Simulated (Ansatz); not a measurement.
**V_O in SnO2 (P4_2/mnm): charge-transition levels and formation energies**

Aim: at which Fermi levels does V_O in SnO2 (P4_2/mnm) change its charge? The model is a cell of 72 host atoms with 1 O taken out.

Calculated with Ansatz 0.2.0; place-levels on r2SCAN runs: charge-transition levels and formation energies with image-charge correction and potential alignment at the atomic sites; PAW set soft_1.

**1. The structure**

The cell holds 71 atoms: 24 Sn and 47 O. Cell: a = 9.801 Å, b = 9.801 Å, c = 9.890 Å, α = 90.0°, β = 90.0°, γ = 90.0°. It derives from SnO2 (space group P4_2/mnm). Nearest the centre at fractional (0.403, 0.597, 0.500): Sn25 at 2.12 Å, Sn61 at 2.13 Å, Sn67 at 2.13 Å, O44 at 2.69 Å, O70 at 3.00 Å, O64 at 3.00 Å, O18 at 3.00 Å, O12 at 3.00 Å.

As a file:

```xyz
71
Lattice="9.8010 0.0000 0.0000 0.0000 9.8010 0.0000 0.0000 0.0000 9.8901" Properties=species:S:1:pos:R:3 pbc="T T T"
Sn    2.4502    2.4502    1.6484
Sn    0.0000    0.0000    0.0000
O     0.9510    3.9495    1.6484
O     3.9495    0.9510    1.6484
O     1.4993    1.4993    0.0000
O     3.4012    3.4012    0.0000
Sn    2.4502    2.4502    4.9451
Sn    0.0000    0.0000    3.2967
O     0.9510    3.9495    4.9451
O     3.9495    0.9510    4.9451
O     1.4993    1.4993    3.2967
O     3.4012    3.4012    3.2967
Sn    2.4502    2.4502    8.2418
Sn    0.0000    0.0000    6.5934
O     0.9510    3.9495    8.2418
O     3.9495    0.9510    8.2418
O     1.4993    1.4993    6.5934
O     3.4012    3.4012    6.5934
Sn    2.4502    7.3507    1.6484
Sn    0.0000    4.9005    0.0000
O     0.9510    8.8500    1.6484
O     3.9495    5.8515    1.6484
O     1.4993    6.3998    0.0000
O     3.4012    8.3017    0.0000
Sn    2.4502    7.3507    4.9451
Sn    0.0000    4.9005    3.2967
O     0.9510    8.8500    4.9451
O     1.4993    6.3998    3.2967
O     3.4012    8.3017    3.2967
Sn    2.4502    7.3507    8.2418
Sn    0.0000    4.9005    6.5934
O     0.9510    8.8500    8.2418
O     3.9495    5.8515    8.2418
O     1.4993    6.3998    6.5934
O     3.4012    8.3017    6.5934
Sn    7.3507    2.4502    1.6484
Sn    4.9005    0.0000    0.0000
O     5.8515    3.9495    1.6484
O     8.8500    0.9510    1.6484
O     6.3998    1.4993    0.0000
O     8.3017    3.4012    0.0000
Sn    7.3507    2.4502    4.9451
Sn    4.9005    0.0000    3.2967
O     5.8515    3.9495    4.9451
O     8.8500    0.9510    4.9451
O     6.3998    1.4993    3.2967
O     8.3017    3.4012    3.2967
Sn    7.3507    2.4502    8.2418
Sn    4.9005    0.0000    6.5934
O     5.8515    3.9495    8.2418
O     8.8500    0.9510    8.2418
O     6.3998    1.4993    6.5934
O     8.3017    3.4012    6.5934
Sn    7.3507    7.3507    1.6484
Sn    4.9005    4.9005    0.0000
O     5.8515    8.8500    1.6484
O     8.8500    5.8515    1.6484
O     6.3998    6.3998    0.0000
O     8.3017    8.3017    0.0000
Sn    7.3507    7.3507    4.9451
Sn    4.9005    4.9005    3.2967
O     5.8515    8.8500    4.9451
O     8.8500    5.8515    4.9451
O     6.3998    6.3998    3.2967
O     8.3017    8.3017    3.2967
Sn    7.3507    7.3507    8.2418
Sn    4.9005    4.9005    6.5934
O     5.8515    8.8500    8.2418
O     8.8500    5.8515    8.2418
O     6.3998    6.3998    6.5934
O     8.3017    8.3017    6.5934
```

Known beforehand: the electronic dielectric constant, (4.60, 4.60, 4.91), and the static one, (13.48, 13.48, 10.42), from a response run on this crystal (DFPT, PBEsol) at that run's own cell.

The relaxed host is scaled by +3.0 % along all axes; the dielectric constants are those of the unstrained host.

The cell's shortest repeat is 9.8 Å.

**2. The runs of each charge state**

A transition level is the Fermi level at which two charge states cost the same, so each charge needs its own total energy, at its own relaxed structure.

Random displacements of about 0.05 Å break the site symmetry at the start, so that the relaxation can reach a distorted minimum if there is one. Forces are taken at one point at (¼, ¼, ¼). The cell holds 1 electron more than the neutral one, with a uniform background that keeps it neutral on the whole. The electron count is odd, so at least one spin is unpaired; this run locks the moment at 1 μB.

The sampling was tested on the host first: at the k-points planned (1x1x1 shifted 0.25 0.25 0.25) its energy lies 0.000 eV an atom from the dense-mesh value, under the bound of 0.02 eV set for this test; that bounds the host's error, not the defect's.

One state's input; the others differ in charge, spin, start and seed, and in occupations where the table says so.

Contents of qm1_M1.relax/input.yaml:

```yaml
crystal:
  lattice:
    - [4.90048408, 0.0, 0.0]
    - [0.0, 4.90048408, 0.0]
    - [0.0, 0.0, 3.29670191]
  atoms:
    - { symbol: Sn, position: [0.5, 0.5, 0.5] }
    - { symbol: Sn, position: [0.0, 0.0, 0.0] }
    - { symbol: O, position: [0.19405723, 0.80594277, 0.5] }
    - { symbol: O, position: [0.80594277, 0.19405723, 0.5] }
    - { symbol: O, position: [0.30594277, 0.30594277, 0.0] }
    - { symbol: O, position: [0.69405723, 0.69405723, 0.0] }
  supercell: [2, 2, 3]
  defects: [{ vacancy: 27 }]
total_charge: -1
basis:
  ecutwfc: 500
  xc_grid: 2
hamiltonian:
  xc: r2scan
  pseudopotentials: { kind: paw, azcp: { folder: soft_1 } }
kpoints:
  mp_grid: { grid: [1, 1, 1], shift: [0.25, 0.25, 0.25] }
magnetization:
  spin_polarized: true
  initial_magnetization: 1
  spin_locking: { lock_magnetization: hard }
scf:
  occupations: { method: fixed }
  max_iter: 100
output:
  forces: true
  charged_corrections: { epsilon: [4.6, 4.6, 4.91], static_epsilon: [13.48, 13.48, 10.42] }
relax:
  f_tol: 0.02
  max_steps: 80
  random_displacement: { amplitude: 0.05, seed: 5725 }
checkpoint:
  write: "../qm1_M1.relax.run"
  compress: false
  write_wavefunctions: true
  write_every: 100000
```

Command:

```sh
$ ansatz run input.yaml --threads 4 --pin off --max-ram 15073MiB --backend cpu --events-out ev --progress --plain --runs-dir out
```

Defect states can disperse in a cell of this size, so the energy is taken again at a 2×2×2 shifted mesh, on the relaxed structure.

The run of this state that the levels use, under r2SCAN:

Contents of qm1_M1.point/input.yaml:

```yaml
crystal:
  checkpoint: "../qm1_M1.relax.run"
  host: checkpoint
total_charge: -1
basis:
  ecutwfc: 500
  xc_grid: 2
hamiltonian:
  xc: r2scan
  pseudopotentials: { kind: paw, azcp: { folder: soft_1 } }
kpoints:
  mp_grid: { grid: [2, 2, 2], shift: [0.5, 0.5, 0.5] }
magnetization:
  spin_polarized: true
  initial_magnetization: 1
  spin_locking: { lock_magnetization: hard }
scf:
  occupations: { method: fermi_dirac, width: 0.01 }
  max_iter: 100
output:
  forces: true
  eigenvalues: true
  charged_corrections:
    epsilon: [4.6, 4.6, 4.91]
    static_epsilon: [13.48, 13.48, 10.42]
    defect_position: [0.402971, 0.597029, 0.5]
  eigenstates: { localisation: true }
  populations: true
  efg: {}
checkpoint:
  read: "../qm1_M1.relax.run"
  write: "../qm1_M1.point.run"
  compress: false
  write_wavefunctions: false
  write_every: 100000
```

Relaxations under r2SCAN at one point at (¼, ¼, ¼); times on 4 threads of Arm Neoverse V2, shared host:

```
charge  moment (μB)  occupations    outcome  steps  largest displacement against the far atoms (Å)     time
    −1            1        fixed  converged      7                                            0.20  6.9 min
     0            0        fixed  converged      5                                            0.20  2.6 min
    +1            1        fixed  converged      5                                            0.26  5.3 min
    +2            0        fixed  converged      6                                            0.30  2.7 min
```

Single points under r2SCAN at a 2×2×2 shifted mesh; times on 4 threads of Arm Neoverse V2, shared host:

```
charge  moment (μB)  occupations    outcome     time
    −1            1  fermi-dirac  converged  6.5 min
     0            0  fermi-dirac  converged  2.6 min
    +1            1  fermi-dirac  converged  5.3 min
    +2            0  fermi-dirac  converged  2.9 min
```

Distances (Å) from the ideal centre to the nearest atoms after relaxation with r2SCAN:

```
charge  moment (μB)       1.       2.       3.      4.      5.      6.
    −1            1  Sn 2.15  Sn 2.15  Sn 2.33  O 2.75  O 2.96  O 2.96
     0            0  Sn 2.24  Sn 2.24  Sn 2.32  O 2.68  O 2.96  O 2.96
    +1            1  Sn 2.33  Sn 2.34  Sn 2.38  O 2.59  O 2.94  O 2.95
    +2            0  Sn 2.39  Sn 2.39  Sn 2.42  O 2.51  O 2.93  O 2.93
```

**3. place-levels, r2SCAN**

A charged cell interacts with its images and the background, and its potential has another zero than the host's. place-levels removes the first by a point-charge model, screened by the static dielectric constant since the ions have relaxed around the charge, and the second by comparing potentials at atoms far from the defect.

The host is a run of the defect-free crystal in the same cutoffs, grids and k-points, so that basis and sampling errors cancel in part in the differences. The host is run in a cell of 6 atoms on a matching mesh. Its band edges are searched through the zone by a band path, so the gap is smaller than, or equal to, that on the mesh. Chemical potentials are energies per atom of O (O2 molecule), run with the same functional and cutoff.

Contents of levels.point.yaml:

```yaml
host:
  run: host.point.run
states: [qm1_M1.point.run, q0.point.run, qp1_M1.point.run, qp2.point.run]
geometry_from:
  qm1_M1.point.run: qm1_M1.relax.run
  q0.point.run: q0.relax.run
  qp1_M1.point.run: qp1_M1.relax.run
  qp2.point.run: qp2.relax.run
  host.point.run: host.relax.run
chemical_potentials:
  O:
    energy: -565.989614
    dataset: <sha256 of the dataset>
epsilon: [4.6, 4.6, 4.91]
static_epsilon: [13.48, 13.48, 10.42]
vertical:
  - { from: qm1_M1.point.run, to: qm1_M1.point_neutral.run }
  - { from: qp1_M1.point.run, to: qp1_M1.point_neutral.run }
  - { from: qp2.point.run, to: qp2.point_neutral.run }
```

Command:

```sh
$ ansatz place-levels levels.point.yaml -- --threads 4 --pin off --max-ram 15073MiB
```

Numbers of over 12 decimals in the logs are rounded to 6 here.

Log:

```text
[... repeated set-up lines and file paths are left out, and long positions are rounded to six places ...]
(+2/+1) 0.974 eV above the valence edge (+1.277 eV without the band-filling correction), in the conduction band
(+1/0) 1.144 eV above the valence edge (+1.429 eV without the band-filling correction), in the conduction band
(0/-1) 1.189 eV above the valence edge (+2.453 eV without the band-filling correction), in the conduction band
formation energy of charge +2: +1.299 eV with the Fermi level at the valence edge
formation energy of charge +1: +2.273 eV with the Fermi level at the valence edge
formation energy of charge 0: +3.417 eV with the Fermi level at the valence edge
formation energy of charge -1: +4.606 eV with the Fermi level at the valence edge
vertical -1 to 0: no energy, since no alignment is typed
  the change from vertical[0].from (qm1_M1.point.run) to vertical[0].to (qm1_M1.point_neutral.run): by its potential at epsilon [4.6, 4.6, 4.91] it stands at 0.368 0.632 0.498, with an rms radius of about 5.9 Å (3.4 3.4 3.5 Å across the planes of the cell's [...]
vertical +1 to 0: no energy, since no alignment is typed
  the change from vertical[1].from (qp1_M1.point.run) to vertical[1].to (qp1_M1.point_neutral.run): by its potential at epsilon [4.6, 4.6, 4.91] it stands at 0.426 0.573 0.500, with an rms radius of about 5.2 Å (2.9 2.9 3.1 Å across the planes of the cell's [...]
vertical +2 to 0: no energy, since no alignment is typed
  the change from vertical[2].from (qp2.point.run) to vertical[2].to (qp2.point_neutral.run): by its potential at epsilon [4.6, 4.6, 4.91] it stands at 0.425 0.576 0.500, with an rms radius of about 5.2 Å (3.0 3.0 3.1 Å across the planes of the cell's [...]
  edges by r2scan, gap 0.837 eV; the host is sampled to repeats of 27.72 Å
  the defect's cells are sampled to repeats of 27.72 Å, like sampling
  charge +2: -171674.7293 eV with its correction of +0.388 eV, at epsilon [13.48, 13.48, 10.42], aligned at sites: -0.1399 eV, mean over 39 atomic sites at or beyond 4.90 Å from the host's site at [0.4041, 0.5959, 0.5000] by the defect at [0.4030, 0.5970, [...]
  charge +1: -171665.7896 eV with its correction of +0.095 eV, at epsilon [13.48, 13.48, 10.42], aligned at sites: -0.0718 eV, mean over 39 atomic sites at or beyond 4.90 Å from the host's site at [0.4041, 0.5959, 0.5000] by the defect at [0.4030, 0.5970, [...]
  charge 0: +0.000 eV for its dipole among its images, +0.000 omitted
  charge -1: -171646.5832 eV with its correction of +0.130 eV, at epsilon [13.48, 13.48, 10.42], aligned at sites: +0.0364 eV, mean over 39 atomic sites at or beyond 4.90 Å from the host's site at [0.4041, 0.5959, 0.5000] by the defect at [0.4030, 0.5970, [...]
  of states[3] (qp2.point.run): it parts from the run at its places by a charge that spreads by about 3.1 Å along one vector (1.7 Å or more is wide), by its potential at epsilon [4.6, 4.6, 4.91], taken for that of held ions (one typed too small widens it), [...]
  of states[2] (qp1_M1.point.run): it parts from the run at its places by a charge that spreads by about 3.1 Å along one vector (1.7 Å or more is wide), by its potential at epsilon [4.6, 4.6, 4.91], taken for that of held ions (one typed too small widens it), [...]
  of states[1] (q0.point.run): a band-filling correction moves a carrier to the host's band edge, which changes its energy by -0.588 eV; its displacements don't fall off away from the defect: farther atoms stand 0.028 Å off the host's places. [...]
  of states[0] (qm1_M1.point.run): it parts from the run at its places by a charge that spreads by about 3.5 Å along one vector (1.7 Å or more is wide), by its potential at epsilon [4.6, 4.6, 4.91], taken for that of held ions (one typed too small widens it), [...]
  of vertical[0].from (qm1_M1.point.run): its displacements don't fall off away from the defect: farther atoms stand 0.023 Å off the host's places. [...]
  of vertical[0].to (qm1_M1.point_neutral.run): its displacements don't fall off away from the defect: farther atoms stand 0.023 Å off the host's places. [...]
  of vertical[1].from (qp1_M1.point.run): its displacements don't fall off away from the defect: farther atoms stand 0.041 Å off the host's places. [...]
  of vertical[1].to (qp1_M1.point_neutral.run): its displacements don't fall off away from the defect: farther atoms stand 0.041 Å off the host's places. [...]
  of vertical[2].from (qp2.point.run): its displacements don't fall off away from the defect: farther atoms stand 0.048 Å off the host's places. [...]
  of vertical[2].to (qp2.point_neutral.run): its displacements don't fall off away from the defect: farther atoms stand 0.048 Å off the host's places. [...]
```

The job ended after 0.38 s (4 threads of Arm Neoverse V2, shared host).

Levels between the charges placed, in eV above the valence top:

```
        gap (eV)  (+2/+1)  (+1/0)  (0/−1)
r2SCAN      0.84     0.97    1.14    1.19
```

Corrections by state:

```
charge  moment (μB)  image terms and alignment (eV)  band filling (eV)                                  ε used  over the lowest of its charge, as the program ranks them, band filling apart (eV)
    +2          0.0                           0.388                  -  principal values (10.42, 13.48, 13.48)                                                                              0.000
    +1          1.0                           0.095             -0.303  principal values (10.42, 13.48, 13.48)                                                                              0.000
     0          0.0                           0.000             -0.588                                       -                                                                              0.000
    −1          1.0                           0.130             -1.852  principal values (10.42, 13.48, 13.48)                                                                              0.000
```

The charged structures listed were also run neutral, and place-levels reads from each pair, by the potential or the spins, how wide the charge is by which they differ; that can be the carrier of either run.

```
charge  rms radius (Å)  spread where it is widest against the cell (Å)  wide from (Å)  reading
    +2             5.2                                            3.11           1.71     wide
    +1             5.2                                            3.09           1.71     wide
    −1             5.9                                            3.50           1.71     wide
```

The neutral runs of these pairs need not share the spin of the lowest neutral state, and very wide values only mean spread over the cell.

From the program's caveats on the states, each cut to its opening words:

- charge +2, +1 (1 μB): it parts from the run at its places by a charge that spreads by about 3.1 Å along one vector (1.7 Å or more is wide), by its potential at epsilon [4.6, 4.6, [...]
- charge +2: its displacements don't fall off away from the defect: farther atoms stand 0.048 Å off the host's places
- charge +1 (1 μB): a band-filling correction moves a carrier to the host's band edge, which changes its energy by -0.303 eV
- charge +1 (1 μB): its displacements don't fall off away from the defect: farther atoms stand 0.041 Å off the host's places
- charge +1 (1 μB), −1 (1 μB): flagged: stability check not made
- charge 0: a band-filling correction moves a carrier to the host's band edge, which changes its energy by -0.588 eV
- charge 0: its displacements don't fall off away from the defect: farther atoms stand 0.028 Å off the host's places
- charge −1 (1 μB): it parts from the run at its places by a charge that spreads by about 3.5 Å along one vector (1.7 Å or more is wide), by its potential at epsilon [4.6, 4.6, [...]
- charge −1 (1 μB): a band-filling correction moves a carrier to the host's band edge, which changes its energy by -1.852 eV
- charge −1 (1 μB): its displacements don't fall off away from the defect: farther atoms stand 0.023 Å off the host's places

Formation energies (eV), elemental references (Δμ(O) = 0.00 eV):

```
charge  Fermi level at the valence top  at the conduction bottom
    +2                            1.30                      2.97
    +1                            2.27                      3.11
     0                            3.42                      3.42
    −1                            4.61                      3.77
```

**4. The same at the relaxations' own k-points**

The relaxations' own energies give the levels at their sampling, for comparison.

Contents of levels.relax_mesh.yaml:

```yaml
host:
  run: host.relax.run
states: [qm1_M1.relax.run, q0.relax.run, qp1_M1.relax.run, qp2.relax.run]
chemical_potentials:
  O:
    energy: -565.989614
    dataset: <sha256 of the dataset>
```

Command:

```sh
$ ansatz place-levels levels.relax_mesh.yaml -- --threads 4 --pin off --max-ram 15073MiB
```

Log:

```text
[...]
formation energy of charge +2: +1.302 eV with the Fermi level at the valence edge
formation energy of charge +1: +2.280 eV with the Fermi level at the valence edge
formation energy of charge 0: +3.419 eV with the Fermi level at the valence edge
formation energy of charge -1: +4.629 eV with the Fermi level at the valence edge
  edges by r2scan, gap 0.837 eV; the host is sampled to repeats of 13.86 Å
[... the lines on each state left out ...]
```

The job ended after 0.12 s (4 threads).

Levels between neighbouring charges, in eV above the valence top:

```
                        gap (eV)  (+2/+1)  (+1/0)  (0/−1)
one point at (¼, ¼, ¼)      0.84     0.98    1.14    1.21
  a 2×2×2 shifted mesh      0.84     0.97    1.14    1.19
```

Going from one point at (¼, ¼, ¼) to a 2×2×2 shifted mesh moves formation energies against the elements by up to 0.02 eV; band-filling terms, which differ between samplings, are in these energies.

**5. What came out**

```
gap of the host                                                             : 0.84 eV (r2SCAN)
level (plus 2/plus 1)                                                       : 0.97 eV above the valence top, past the conduction bottom (1.28 eV above the valence top without the band-filling term)
level (plus 1/0)                                                            : 1.14 eV above the valence top, past the conduction bottom (1.43 eV above the valence top without the band-filling term)
level (0/minus 1)                                                           : 1.19 eV above the valence top, past the conduction bottom (2.45 eV above the valence top without the band-filling term)
lowest of the charges placed, just above the valence top (0.02 eV)          : +2
lowest of the charges placed, just below the conduction bottom (0.02 eV)    : +2
lowest formation energy at mid-gap of the charges run, elemental references : 2.14 eV
```

In words: Of the charges placed (−1, 0, +1 and +2), +2 is the lowest from 0.02 eV above the valence top to 0.02 eV below the conduction bottom, a gap of 0.84 eV. Charges above +2 were not placed, so these runs say nothing of levels that involve them. States placed: +2 at 0 μB; +1 at 1 μB; 0 at 0 μB; −1 at 1 μB. Other spin states or structures, where not listed, weren't placed. The program finds carriers beyond a band edge of the host and adds a band-filling term at charge −1 (-1.85 eV), 0 (-0.59 eV) and +1 (-0.30 eV); steps to such a charge show no bound level, and a defect level inside a band would be read the same way. Going from one point at (¼, ¼, ¼) to a 2×2×2 shifted mesh moves formation energies against the elements by up to 0.02 eV; band-filling terms, which differ between samplings, are in these energies. Keep in mind: r2SCAN makes the gap too small and tends to spread out bound carriers; where a gas molecule sets a chemical potential or the host's formation energy, its binding is uncorrected; spin–orbit coupling, which can matter with heavy atoms, is left out.

[Logs are printed without paths, hosts, clocks, repeated set-up lines and the standing remarks that a program may print on its own settings, such as how far it seeks lower states.]

[Hosts, paths, dates, database ids (printed as entryN), source tags and the programs' standing remarks are cut or masked in the printed files.]

[Where a table of states has a column of steps, it counts the stored structures, which are thinned; the runs took as many ionic steps or more.]

[A defect's name tells the site on which it was built; relaxed atoms can leave that site.]

[For some hosts the program warned that the k-mesh of the response run may be too coarse for force constants and the static dielectric constant; such warnings are not shown here.]
